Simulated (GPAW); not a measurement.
# C: optical spectrum from first principles

Wanted: where C starts to absorb, how strongly, and its refractive index.

Calculated with GPAW 26.7.0; DFT, PBE, plane-wave PAW (GPAW data sets), scalar-relativistic, RPA, optical limit.

### Step 1. The structure

Symmetry: Fd-3m, No. 227, cubic system. The conventional cell has a = 3.567 Å, b = 3.567 Å, c = 3.567 Å, α = 90.00°, β = 90.00°, γ = 90.00°. Nearest to C lie 4 C at 1.54 Å.

### Step 2. Ground state

The self-consistent density comes first; it also tells whether there is a gap, which decides the occupations and the need for a Drude term.

This step: DFT, PBE, plane-wave PAW (GPAW data sets), scalar-relativistic, ground state (GPAW 26.7.0).

File gs.py:

```python
from ase import Atoms
from ase.dft.bandgap import bandgap
from gpaw import GPAW, PW, FermiDirac

atoms = Atoms(['C', 'C'],
              cell=[[0.000000000000, 1.783370000000, 1.783370000000],
                    [1.783370000000, 0.000000000000, 1.783370000000],
                    [1.783370000000, 1.783370000000, 0.000000000000]],
              scaled_positions=[[0.750000000000, 0.750000000000, 0.750000000000],
                                [0.500000000000, 0.500000000000, 0.500000000000]],
              pbc=[True, True, True])
atoms.calc = GPAW(mode=PW(500), xc='PBE', kpts={'size': (13, 13, 13), 'gamma': True},
                  occupations=FermiDirac(0.05), maxiter=150, txt='gs.txt')
print('energy (eV)', atoms.get_potential_energy())
print('Fermi level (eV)', atoms.calc.get_fermi_level())
print('valence electrons', atoms.calc.get_number_of_electrons())
print('gap (eV)', bandgap(atoms.calc, output=None)[0])
print('direct gap (eV)', bandgap(atoms.calc, direct=True, output=None)[0])
atoms.calc.write('gs.gpw')
```

Run with:

```bash
OMP_NUM_THREADS=1 python gs.py
```

Numbers of over 12 decimals in the logs are rounded to 6 here.

Output:

```text
__  _  _
 | _ |_)|_||  |
 |__||  | ||/\| - 26.7.0

Versions:
  Python: 3.12.14
  ASE:    3.29.0
  Numpy:  2.5.5
  Scipy:  1.18.1
  Libxc:  7.0.0

Input parameters:
  mode=PW(ecut=500.0),
  kpts=MonkhorstPack(size=(13, 13, 13), gamma=True),
  maxiter=150,
  occupations=Occupations(name='fermi-dirac', width=0.05, fixmagmom=False),
  xc=XC(name='PBE')

Diagonalizing LCAO Hamiltonian
Converting LCAO to pw mode

          C
       C

Atoms  # Å, Bohr magnetons
|   | symbol |        x |        y |        z |    initial magnetic moments |
| 0 |      C | 2.675055 | 2.675055 | 2.675055 | ( 0.0000,  0.0000,  0.0000) |
| 1 |      C | 1.783370 | 1.783370 | 1.783370 | ( 0.0000,  0.0000,  0.0000) |

Unit cell  # Å
| periodic |        x |        y |        z |  lengths |    angles |
|      yes | 0.000000 | 1.783370 | 1.783370 | 2.522066 | 60.000000 |
|      yes | 1.783370 | 0.000000 | 1.783370 | 2.522066 | 60.000000 |
|      yes | 1.783370 | 1.783370 | 0.000000 | 2.522066 | 60.000000 |

Number of symmetries: 24
Symmetry operations  # r_c * U_cc + t_c -> r_c
|    | kind |            matrix            |
|  0 |  E   |  1, 0, 0,  0, 1, 0,  0, 0, 1 |
|  1 |  σ   |  1, 0, 0,  0, 0, 1,  0, 1, 0 |
|  2 |  σ   |  1, 0,-1,  0, 1,-1,  0, 0,-1 |
|  3 |  C3  |  1, 0,-1,  0, 0,-1,  0, 1,-1 |
|  4 |  C3  |  1,-1, 0,  0,-1, 1,  0,-1, 0 |
|  5 |  σ   |  1,-1, 0,  0,-1, 0,  0,-1, 1 |
|  6 |  σ   |  0, 1, 0,  1, 0, 0,  0, 0, 1 |
|  7 |  C3  |  0, 1, 0,  0, 0, 1,  1, 0, 0 |
|  8 |  C2  |  0, 1,-1,  1, 0,-1,  0, 0,-1 |
|  9 |  S4  |  0, 1,-1,  0, 0,-1,  1, 0,-1 |
| 10 |  C3  |  0, 0, 1,  1, 0, 0,  0, 1, 0 |
| 11 |  σ   |  0, 0, 1,  0, 1, 0,  1, 0, 0 |
| 12 |  S4  |  0, 0,-1,  1, 0,-1,  0, 1,-1 |
| 13 |  C3  |  0, 0,-1,  0, 1,-1,  1, 0,-1 |
| 14 |  S4  |  0,-1, 1,  1,-1, 0,  0,-1, 0 |
| 15 |  C2  |  0,-1, 1,  0,-1, 0,  1,-1, 0 |
| 16 |  C3  |  0,-1, 0,  1,-1, 0,  0,-1, 1 |
| 17 |  S4  |  0,-1, 0,  0,-1, 1,  1,-1, 0 |
| 18 |  S4  | -1, 1, 0, -1, 0, 1, -1, 0, 0 |
| 19 |  C3  | -1, 1, 0, -1, 0, 0, -1, 0, 1 |
| 20 |  C3  | -1, 0, 1, -1, 1, 0, -1, 0, 0 |
| 21 |  S4  | -1, 0, 1, -1, 0, 0, -1, 1, 0 |
| 22 |  σ   | -1, 0, 0, -1, 1, 0, -1, 0, 1 |
| 23 |  C2  | -1, 0, 0, -1, 0, 1, -1, 1, 0 |

BZ-sampling:
  Number of BZ points: 2197
  Number of IBZ points: 84

  Monkhorst-Pack size: [13, 13, 13]
  Monkhorst-Pack shift: [0, 0, 0]

K-points  # in reciprocal-cell coordinates
|     |                                coordinates |     weight |
|   0 | (  0.00000000,   0.00000000,   0.00000000) | 0.00045517 |
|   1 | (  0.07692308,   0.07692308,   0.00000000) | 0.00273100 |
|   2 | (  0.07692308,   0.07692308,   0.07692308) | 0.00364133 |
|   3 | (  0.15384615,   0.07692308,   0.07692308) | 0.00546199 |
|   4 | (  0.15384615,   0.15384615,   0.00000000) | 0.00273100 |
|   5 | (  0.15384615,   0.15384615,   0.07692308) | 0.01092399 |
|   6 | (  0.15384615,   0.15384615,   0.15384615) | 0.00364133 |
|   7 | (  0.23076923,   0.15384615,   0.07692308) | 0.01092399 |
|   8 | (  0.23076923,   0.15384615,   0.15384615) | 0.01092399 |
|   9 | (  0.23076923,   0.23076923,   0.00000000) | 0.00273100 |
| ... |                                            |            |
|  83 | (  0.46153846,   0.46153846,   0.46153846) | 0.00364133 |

Plane wave coefficients: 299
Cutoff: 500.0 eV

Spin-components: 1 (collinear spins)
Bands:           8
Projectors:      10
Spin-degeneracy: 2
Datatype:        complex128

Parallelization:
  kpt:    1
  domain: 1
  band:   1

Density:
  Valence electrons: 8.0
  Components: 1
  Grid points: [14 14 14]
  Charge: 0.0  # |e|

Potential:
  Grid points: [14 14 14]

species:
  C:
    name:    Carbon
    id:
    Z:       6.0
    valence: 4
    core:    2
    charge:  0.0  # [|e|]
    compensation charges:
      type: gauss
      rc: 0.20  # [Å]
      lmax: 2
    cutoffs:
      filter: 1.14  # [Å]
      core: 1.14  # [Å]
    projectors
    | kind |    occ | energy [eV] | rcut [Å] |
    |   2s |  2.000 |     -13.751 |    0.635 |
    |   2p |  2.000 |      -5.284 |    0.635 |
    |    s |        |      13.461 |    0.635 |
    |    p |        |      21.927 |    0.635 |
    |    d |        |       0.000 |    0.635 |

    Using partial waves for C as LCAO basis

Reference energy: -2055.256231  # eV

eigensolver:
  PPCG
  Converge bands: occupied
  niter=2

density mixing:
  MSR1-Mixer
  Pratt-step length: 0.05
  Maximum mixing coefficient: 0.75
  Old densities: 10
  SVD Regularization: 0.005
  Good broyden scale: 1.0
  Trust region scale: 1.0
  Backstep threshold: 4.0
  History deletion threshold: 6.0
  Fourier metric: weight=20.0, sigma=0.015

occupation numbers:
  Fermi-Dirac:
    width: 0.0500  # eV

poisson solver:
  ecut: 4000.0  # eV

xc functional:
  name: PBE with 2 nearest neighbor stencil

convergence criteria:
- Maximum [total energy] change in last 3 cyles: 0.0005 eV / valence electron
- Maximum integral of absolute [dens]ity change: 0.0001 electrons / valence electron
- Maximum integral of absolute [eigenst]ate change: 4e-08 eV^2 / valence electron
maximum number of iterations: 150

SCF iterations
|iter     |      energy | eigst |  dens |
|iter:   1||  -18.662013 | +0.04 |       |
|iter:   2||  -18.593827 | -2.65 | -0.80 |
|iter:   3||  -18.172335 | -1.46 | -0.83 |
|iter:   4||  -18.168224 | -2.56 | -1.48 |
|iter:   5||  -18.168844 | -4.54 | -2.22 |
|iter:   6||  -18.168848c| -6.40 | -3.30 |
|iter:   7||  -18.168848c| -7.98c| -4.04c|

Converged in 7 steps
SCF loop duration: 3.698 s (0.528 s/step)
Energy contributions relative to reference atoms: (reference = -2055.256231)

Energy contributions:
  Kinetic:          16.458832
  Coulomb:         -15.505330
  Zero:              0.021929
  External:          0.000000
  Xc:              -19.144279
  Entropy:          -0.000000
  Spinorbit:         0.000000
  ----------------------------
  Free energy:     -18.168848
  Extrapolated:    -18.168848

dipole moment: (2.140850, 2.140850, 2.140850)  # |e|*Ang

Fermi level: 13.869
Eigenvalues  # (at kpt = [0.000, 0.000, 0.000])
| band index |      eig [eV] | occ [0-2] |
|          0 |        -9.413 |     2.000 |
|          1 |        12.069 |     2.000 |
|          2 |        12.069 |     2.000 |
|          3 |        12.069 |     2.000 |
|          4 |        17.666 |     0.000 |
|          5 |        17.666 |     0.000 |
|          6 |        17.666 |     0.000 |
|          7 |        25.405 |     0.000 |

Gap: 4.142 eV
Transition (v -> c):
  (s=0, k=0, n=3, [0.00, 0.00, 0.00]) -> (s=0, k=35, n=4, [0.38, 0.38, 0.00])
Direct/indirect transitions are different
Direct gap: 5.597 eV
Transition at: (s=0, k=0, n=3, [0.00, 0.00, 0.00])

--- standard output ---
energy (eV) -18.168848
Fermi level (eV) 13.868794
valence electrons 8.0
gap (eV) 4.142122
direct gap (eV) 5.596745
```

The job ended after 5.7 s (1 thread of Arm Neoverse V1, shared host; peak memory 0.12 GiB).

Read-outs, printed or worked out from the files:

| Property | Result |
| --- | --- |
| energy | -18.17 eV |
| Fermi energy | 13.87 eV |
| gap on the k-mesh | 4.142 eV |
| direct gap on the mesh | 5.597 eV |
| electrons | 8 |

There is a gap, 4.14 eV on this mesh (points off the mesh can give less), so no carriers' term is needed.

### Step 3. Bands for the response

At the fixed density, many empty bands are solved on the mesh of the response, since the spectrum sums over them.

This step: DFT, PBE, plane-wave PAW (GPAW data sets), scalar-relativistic, bands at fixed density (GPAW 26.7.0).

File nscf.py:

```python
from ase.dft.bandgap import bandgap
from gpaw import GPAW, FermiDirac

calc = GPAW('gs.gpw').fixed_density(kpts={'size': (22, 22, 22), 'gamma': True}, nbands=23, convergence={'bands': 17},
                                    occupations=FermiDirac(0.001), txt='nscf.txt')
print('gap (eV)', bandgap(calc, output=None)[0])
print('direct gap (eV)', bandgap(calc, direct=True, output=None)[0])
print('top band over the Fermi level (eV)', min(calc.get_eigenvalues(kpt=k)[16] for k in range(len(calc.get_ibz_k_points()))) - calc.get_fermi_level())
calc.write('full.gpw', mode='all')
```

Run with:

```bash
OMP_NUM_THREADS=1 python nscf.py
```

Output:

```text
Diagonalizing LCAO Hamiltonian
Converting LCAO to pw mode
convergence criteria:
- Maximum integral of absolute [eigenst]ate change: 4e-08 eV^2 / valence electron
maximum number of iterations: 150

SCF iterations
|iter     |      energy | eigst |  dens |
|iter:   1||             | +3.11 |       |
|iter:   2||             | +1.32 |       |
|iter:   3||             | -0.91 |       |
|iter:   4||             | -2.56 |       |
|iter:   5||             | -4.50 |       |
|iter:   6||             | -6.02 |       |
|iter:   7||             | -7.50c|       |
SCF steps: 7
  __  _  _
 | _ |_)|_||  |
 |__||  | ||/\| - 26.7.0

Versions:
  Python: 3.12.14
  ASE:    3.29.0
  Numpy:  2.5.5
  Scipy:  1.18.1
  Libxc:  7.0.0

Input parameters:
  mode=PW(ecut=500.0),
  convergence={'bands': 17},
  gpts=array([14, 14, 14]),
  kpts=MonkhorstPack(size=(22, 22, 22), gamma=True),
  maxiter=150,
  nbands=23,
  occupations=Occupations(name='fermi-dirac', width=0.001, fixmagmom=False),
  parallel={},
  xc=XC(name='PBE')

--- standard output ---
gap (eV) 4.128929
direct gap (eV) 5.596745
top band over the Fermi level (eV) 41.430514
```

It took 36 s on 1 thread; peak memory 0.18 GiB.

Read-outs, printed or worked out from the files:

* gap on the k-mesh: 4.129 eV

### Step 4. Dielectric function, RPA

Transitions between filled and empty bands, summed over the zone, give the optical response, so mesh, band count and broadening shape it.

The induced potential is part of this response.

This step: DFT, PBE, plane-wave PAW (GPAW data sets), scalar-relativistic, RPA, optical limit (GPAW 26.7.0).

File df.py:

```python
from gpaw.response.df import DielectricFunction

df = DielectricFunction('full.gpw', frequencies={'type': 'nonlinear', 'domega0': 0.03, 'omega2': 8},
                        ecut=60,
                        eta=0.2,
                        nbands=17,
                        txt='df.txt')
for direction in ['x']:
    df.get_dielectric_function(xc='RPA', direction=direction, filename=f'df_{direction}.csv')
```

Run with:

```bash
OMP_NUM_THREADS=1 python df.py
```

Output:

```text
Using integrator: PointIntegrator
NonLinearFrequencyDescriptor(from 0.000 to 75.033 eV, 513 points)
Nonperiodic BCs:  [False False False]
Using integrator: PointIntegrator
NonLinearFrequencyDescriptor(from 0.000 to 75.033 eV, 513 points)
Nonperiodic BCs:  [False False False]

Calculating chi0 body with:
    Ground state adapter containing:
    Number of spins: 1
    Number of kpoints: 10648
    Number of irreducible kpoints: 328
    Number of completely occupied states: 4
    Number of partially occupied states: 4

    Linear response parametrization:
    q_c: [0.0, 0.0, 0.0]
    Number of frequency points: 513
    Planewave cutoff: 60.0
    Number of bands: 17
    Number of planewaves: 15
    Broadening (eta): 0.2

Integrating chi0 body.

Symmetries of q_c:
    Direct symmetries (Uq -> q): 24
    Indirect symmetries (TUq -> q): 24
In total 48 allowed symmetries.

328 groups of equivalent kpoints. 96.919609% reduction.

Integral kind: spectral function

Calculating chi0 optical extensions with:
    Ground state adapter containing:
    Number of spins: 1
    Number of kpoints: 10648
    Number of irreducible kpoints: 328
    Number of completely occupied states: 4
    Number of partially occupied states: 4

    Linear response parametrization:
    Number of frequency points: 513
    Planewave cutoff: 60.0
    Number of bands: 17
    Number of planewaves: 15
    Broadening (eta): 0.2
Integrating chi0 head and wings.

Symmetries of q_c:
    Direct symmetries (Uq -> q): 24
    Indirect symmetries (TUq -> q): 24
In total 48 allowed symmetries.

328 groups of equivalent kpoints. 96.919609% reduction.

Integral kind: spectral function wings
```

Wall time 6 s (1 thread); peak memory 0.17 GiB.

Numbers from this step:

```
electronic dielectric constant ε∞, mean over x, y and z (by symmetry where fewer were run) : 5.782
main peak of Im epsilon, first axis                                                        : 11.40 eV
```

Some rows of df_x.csv (energy; Re and Im without local fields; Re and Im with them):

```text
0.000000, 5.936391, 0.000000, 5.782058, -0.000000
0.619237, 5.953728, 0.011276, 5.798587, 0.010750
1.279498, 6.011604, 0.024065, 5.853754, 0.022934
1.984998, 6.123032, 0.039729, 5.959910, 0.037835
2.740552, 6.310658, 0.060913, 6.138499, 0.057944
3.551683, 6.618271, 0.093928, 6.430861, 0.089184
4.424758, 7.149634, 0.160286, 6.934630, 0.151710
5.367152, 8.305676, 0.465961, 8.025724, 0.438381
6.387465, 8.782912, 2.537537, 8.485698, 2.372881
7.495775, 8.858399, 3.537844, 8.591259, 3.304920
8.703980, 9.132894, 4.994608, 8.901388, 4.676819
10.026223, 11.016290, 7.852797, 10.736424, 7.327835
11.479449, -3.044215, 20.168829, -1.948731, 20.094891
13.084136, -4.734538, 6.677275, -4.580440, 6.728018
14.865263, -3.370086, 4.678130, -3.234066, 4.669791
16.853625, -2.623315, 2.831522, -2.540656, 2.869823
19.087623, -1.698793, 1.518332, -1.660750, 1.535734
21.615770, -0.503699, 1.236363, -0.470508, 1.198591
24.500258, -0.342515, 0.805937, -0.320213, 0.815003
27.822136, -0.110858, 0.639443, -0.102006, 0.625099
31.689054, -0.008097, 0.476787, 0.064692, 0.480537
```

Values under the direct gap are tails of Lorentzian lines. The Im ε, E ∥ x by photon energy; read off at these points:

photon energy (eV), Im ε, E ∥ x and a bar:
```
      0.0        0.0 
      1.0        0.0 
      2.0        0.0 
      3.0        0.1 
      4.0        0.1 
      5.0        0.3 
      6.0        1.6 ##
      7.0        3.0 ####
      8.0        3.7 #####
      9.0        4.9 #######
     10.0        7.2 ##########
     11.0       18.1 ##########################
     11.4       20.6 ##############################
     12.0        9.9 ##############
     13.0        7.4 ###########
     14.0        5.7 ########
     15.0        4.4 ######
     16.0        3.3 #####
     17.0        2.7 ####
     18.0        1.8 ###
     19.0        1.6 ##
     20.0        1.1 ##
     21.0        0.9 #
     22.0        1.2 ##
     23.0        1.0 #
     24.0        0.9 #
     25.0        0.9 #
     26.0        0.8 #
     27.0        0.7 #
     28.0        0.6 #
     29.0        0.6 #
     30.0        0.6 #
     31.0        0.5 #
     32.0        0.5 #
     33.0        0.5 #
     34.0        0.4 #
     35.0        0.4 #
     36.0        0.3
```

The Re ε, E ∥ x by photon energy:

| photon energy (eV) | Re ε, E ∥ x |
| --- | --- |
| 0 | 5.78 |
| 2 | 5.96 |
| 4 | 6.66 |
| 6 | 8.59 |
| 8 | 8.57 |
| 10 | 10.6 |
| 12 | -3.50 |
| 14 | -2.11 |
| 16 | -2.38 |
| 18 | -1.89 |
| 20 | -1.18 |
| 22 | -0.624 |
| 24 | -0.456 |
| 26 | -0.256 |
| 28 | -0.0608 |
| 30 | -0.0462 |
| 32 | 0.0815 |
| 34 | 0.107 |
| 36 | 0.155 |

Table of refractive index n and extinction k by photon energy:

| photon energy (eV) | n | k |
| --- | --- | --- |
| 0 | 2.40 | 0 |
| 1 | 2.41 | 0.00365 |
| 2 | 2.44 | 0.00782 |
| 3 | 2.49 | 0.0133 |
| 4 | 2.58 | 0.0223 |
| 5 | 2.74 | 0.0459 |
| 6 | 2.94 | 0.271 |
| 7 | 2.97 | 0.505 |
| 8 | 2.99 | 0.616 |
| 9 | 3.13 | 0.780 |
| 10 | 3.42 | 1.05 |
| 11 | 3.86 | 2.34 |
| 12 | 1.87 | 2.65 |
| 13 | 1.41 | 2.63 |
| 14 | 1.41 | 2.03 |
| 15 | 1.07 | 2.07 |
| 16 | 0.919 | 1.80 |
| 17 | 0.758 | 1.76 |
| 18 | 0.611 | 1.51 |
| 19 | 0.579 | 1.39 |
| 20 | 0.460 | 1.18 |
| 21 | 0.512 | 0.913 |
| 22 | 0.594 | 0.988 |
| 23 | 0.583 | 0.880 |
| 24 | 0.543 | 0.866 |
| 25 | 0.576 | 0.748 |
| 26 | 0.532 | 0.734 |
| 27 | 0.536 | 0.687 |
| 28 | 0.539 | 0.593 |
| 29 | 0.544 | 0.589 |
| 30 | 0.510 | 0.553 |
| 31 | 0.516 | 0.482 |
| 32 | 0.527 | 0.443 |
| 33 | 0.553 | 0.431 |
| 34 | 0.520 | 0.404 |
| 35 | 0.521 | 0.351 |
| 36 | 0.495 | 0.299 |

Values under the direct gap are tails of Lorentzian lines. Im ε, E ∥ x against photon energy; read off at these points:

| photon energy (eV) | without local fields | with local fields |
| --- | --- | --- |
| 0.0 | 0 | 0 |
| 1.0 | 0.0185 | 0.0176 |
| 2.0 | 0.0401 | 0.0382 |
| 3.0 | 0.0699 | 0.0665 |
| 4.0 | 0.121 | 0.115 |
| 5.0 | 0.266 | 0.251 |
| 6.0 | 1.70 | 1.59 |
| 7.0 | 3.22 | 3.00 |
| 8.0 | 3.94 | 3.69 |
| 9.0 | 5.22 | 4.89 |
| 10.0 | 7.70 | 7.19 |
| 11.0 | 19.2 | 18.1 |
| 11.4 | 21.0 | 20.6 |
| 12.0 | 9.93 | 9.92 |
| 13.0 | 7.31 | 7.38 |
| 14.0 | 5.76 | 5.71 |
| 15.0 | 4.42 | 4.42 |
| 16.0 | 3.29 | 3.30 |
| 17.0 | 2.63 | 2.67 |
| 18.0 | 1.81 | 1.84 |
| 19.0 | 1.60 | 1.61 |
| 20.0 | 1.08 | 1.08 |
| 21.0 | 0.951 | 0.935 |
| 22.0 | 1.20 | 1.17 |
| 23.0 | 1.03 | 1.03 |
| 24.0 | 0.924 | 0.941 |
| 25.0 | 0.859 | 0.862 |
| 26.0 | 0.779 | 0.780 |
| 27.0 | 0.741 | 0.737 |
| 28.0 | 0.658 | 0.639 |
| 29.0 | 0.683 | 0.641 |
| 30.0 | 0.583 | 0.564 |
| 31.0 | 0.517 | 0.498 |
| 32.0 | 0.451 | 0.467 |
| 33.0 | 0.444 | 0.478 |
| 34.0 | 0.389 | 0.420 |
| 35.0 | 0.340 | 0.365 |
| 36.0 | 0.265 | 0.296 |

Values under the direct gap are tails of Lorentzian lines. The loss function −Im 1/ε at q → 0, E ∥ x by energy loss; read off at these points:

| energy loss (eV) | loss function −Im 1/ε at q → 0, E ∥ x |
| --- | --- |
| 0 | 0 |
| 1 | 5.2e-4 |
| 2 | 0.00107 |
| 3 | 0.00172 |
| 4 | 0.00260 |
| 5 | 0.00449 |
| 6 | 0.0209 |
| 7 | 0.0364 |
| 8 | 0.0424 |
| 9 | 0.0449 |
| 10 | 0.0437 |
| 11 | 0.0434 |
| 12 | 0.0897 |
| 13 | 0.0938 |
| 14 | 0.154 |
| 15 | 0.150 |
| 16 | 0.199 |
| 17 | 0.198 |
| 18 | 0.264 |
| 19 | 0.310 |
| 20 | 0.424 |
| 21 | 0.778 |
| 22 | 0.664 |
| 23 | 0.826 |
| 24 | 0.861 |
| 25 | 1.08 |
| 26 | 1.16 |
| 27 | 1.28 |
| 28 | 1.55 |
| 29 | 1.55 |
| 30 | 1.76 |
| 31 | 2.00 |
| 32 | 2.08 |
| 33 | 1.97 |
| 34 | 2.23 |
| 35 | 2.35 |
| 36 | 2.65 |

From ε follow the optical constants at some laser and lamp lines:

| wavelength (nm) | n | k | R (%) | 1/α |
| --- | --- | --- | --- | --- |
| 1550 | 2.41 | 0.003 | 17.1 | 43 µm |
| 1064 | 2.42 | 0.004 | 17.2 | 20 µm |
| 800 | 2.43 | 0.006 | 17.3 | 11 µm |
| 450 | 2.48 | 0.012 | 18.1 | 3.0 µm |
| 365 | 2.52 | 0.016 | 18.7 | 1.8 µm |
| 248 | 2.74 | 0.046 | 21.6 | 430 nm |
| 193 | 2.94 | 0.406 | 25.0 | 38 nm |

Below the direct gap, k and the depth come from the tails of the Lorentzian lines, not from transitions.

Rows near the edge hang on the gap, which this functional as a rule makes too small, and phonon-assisted absorption is left out.

### Step 5. What came out

```
electronic dielectric constant ε∞, mean over x, y and z (by symmetry where fewer were run) (RPA) : 5.78
main peak of Im epsilon, first axis                                                              : 11.4 eV
```

**Reading.** At this level (PBE, RPA) C has ε∞ = 5.78 and n = 2.41 at 1550 nm, and Im ε peaks at 11.4 eV. On the mesh the gap is 4.13 eV and the least direct gap 5.60 eV, so on this mesh the band edges lie at different points. Local fields change the static value along x from 5.94 to 5.78 (-3 %). Distinct maxima of Im ε, read by a parabola through the highest points, lie at 11.40 eV (21) and 12.60 eV (11). Excitons and phonon-assisted transitions are missing; PBE gaps are as a rule too small, which pulls the onset down and ε∞ up. The sum runs over mesh points, so small or evenly spaced maxima can still be ripples of the mesh.

[Machine, clock and banner lines and Python warnings are left out of the logs.]

[Logs are printed without paths, hosts, clocks, repeated set-up lines and the standing remarks that a program may print on its own settings, such as how far it seeks lower states.]

[Hosts, paths, dates, database ids (printed as entryN), source tags and the programs' standing remarks are cut or masked in the printed files.]
